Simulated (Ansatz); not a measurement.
Planning a run of Ansatz 0.2.0 on PtSe2/AlSe (van der Waals superlattice) (P3m1). The input:

The structure was built from a prototype and need not be the compound's stable phase.

```yaml
crystal:
  lattice:
    - [3.7262216691, 0.0, 0.0]
    - [-1.8631108345, 3.2270026255, 0.0]
    - [0.0, 0.0, 14.1559699978]
  atoms:
    - { symbol: Pt, position: [0.0, 0.0, 0.2231795767] }
    - { symbol: Se, position: [0.3333333333, 0.6666666667, 0.3150779205] }
    - { symbol: Se, position: [0.6666666667, 0.3333333333, 0.1303957642] }
    - { symbol: Al, position: [0.3333333333, 0.6666666667, 0.7881381889] }
    - { symbol: Al, position: [0.3333333333, 0.6666666667, 0.6072096034] }
    - { symbol: Se, position: [0.6666666667, 0.3333333333, 0.87111792] }
    - { symbol: Se, position: [0.6666666667, 0.3333333333, 0.5243600413] }
kpoints:
  mp_grid: { grid: [12, 12, 2] }
  band_path:
    path:
      - [0.0, 0.0, 0.0]
      - [0.5, 0.0, 0.0]
      - [0.33333333, 0.33333333, 0.0]
      - [0.0, 0.0, 0.5]
      - [0.5, 0.0, 0.5]
      - [0.33333333, 0.33333333, 0.5]
      - [0.066666666, 0.066666666, 0.5]
      - [0.0, 0.25, -0.5]
      - [0.2, 0.0, 0.5]
    npoints: 1
hamiltonian:
  xc: pbe
  pseudopotentials: { kind: paw_fr, azcp: { folder: soft_1 } }
scf:
  occupations: { method: fermi_dirac, width: 0.02 }
  n_extra_bands: 12
magnetization:
  noncollinear: true
  spin_orbit: true
output:
  eigenvalues: true
  forces: true
  stress: true
```

```sh
ansatz run input.yaml --threads 2 --pin off --max-ram 92160MiB --backend cuda --events-out ev --progress --plain --runs-dir out --devices 1 --max-vram 13GiB
```

**Question.** How long will it take on 1 × NVIDIA H100 80GB HBM3 (shared by 6 runs) with 2 threads of AMD EPYC 7R13 (Zen 3), shared host, and how much memory?

It took 18 s; on shared hardware allow 8.8 s to 35 s. Peak host memory was 1.1 GiB. The sizes that set the cost: 3323 plane waves a state, 38 irreducible k points and 20 SCF cycles.

[Paths, hosts, dates, memory and timing lines, banners, echoed tables and standing remarks are left out of the program output.]

[Logs are printed without paths, hosts, clocks, repeated set-up lines and the standing remarks that a program may print on its own settings, such as how far it seeks lower states.]

[Runs of the session that timed out or met a known fault of the program may be left out.]

[Cells called generated may have been cut or substituted from an entry of the Crystallography Open Database or the Materials Project.]

[Hosts, paths, dates, database ids (printed as entryN), source tags and the programs' standing remarks are cut or masked in the printed files.]
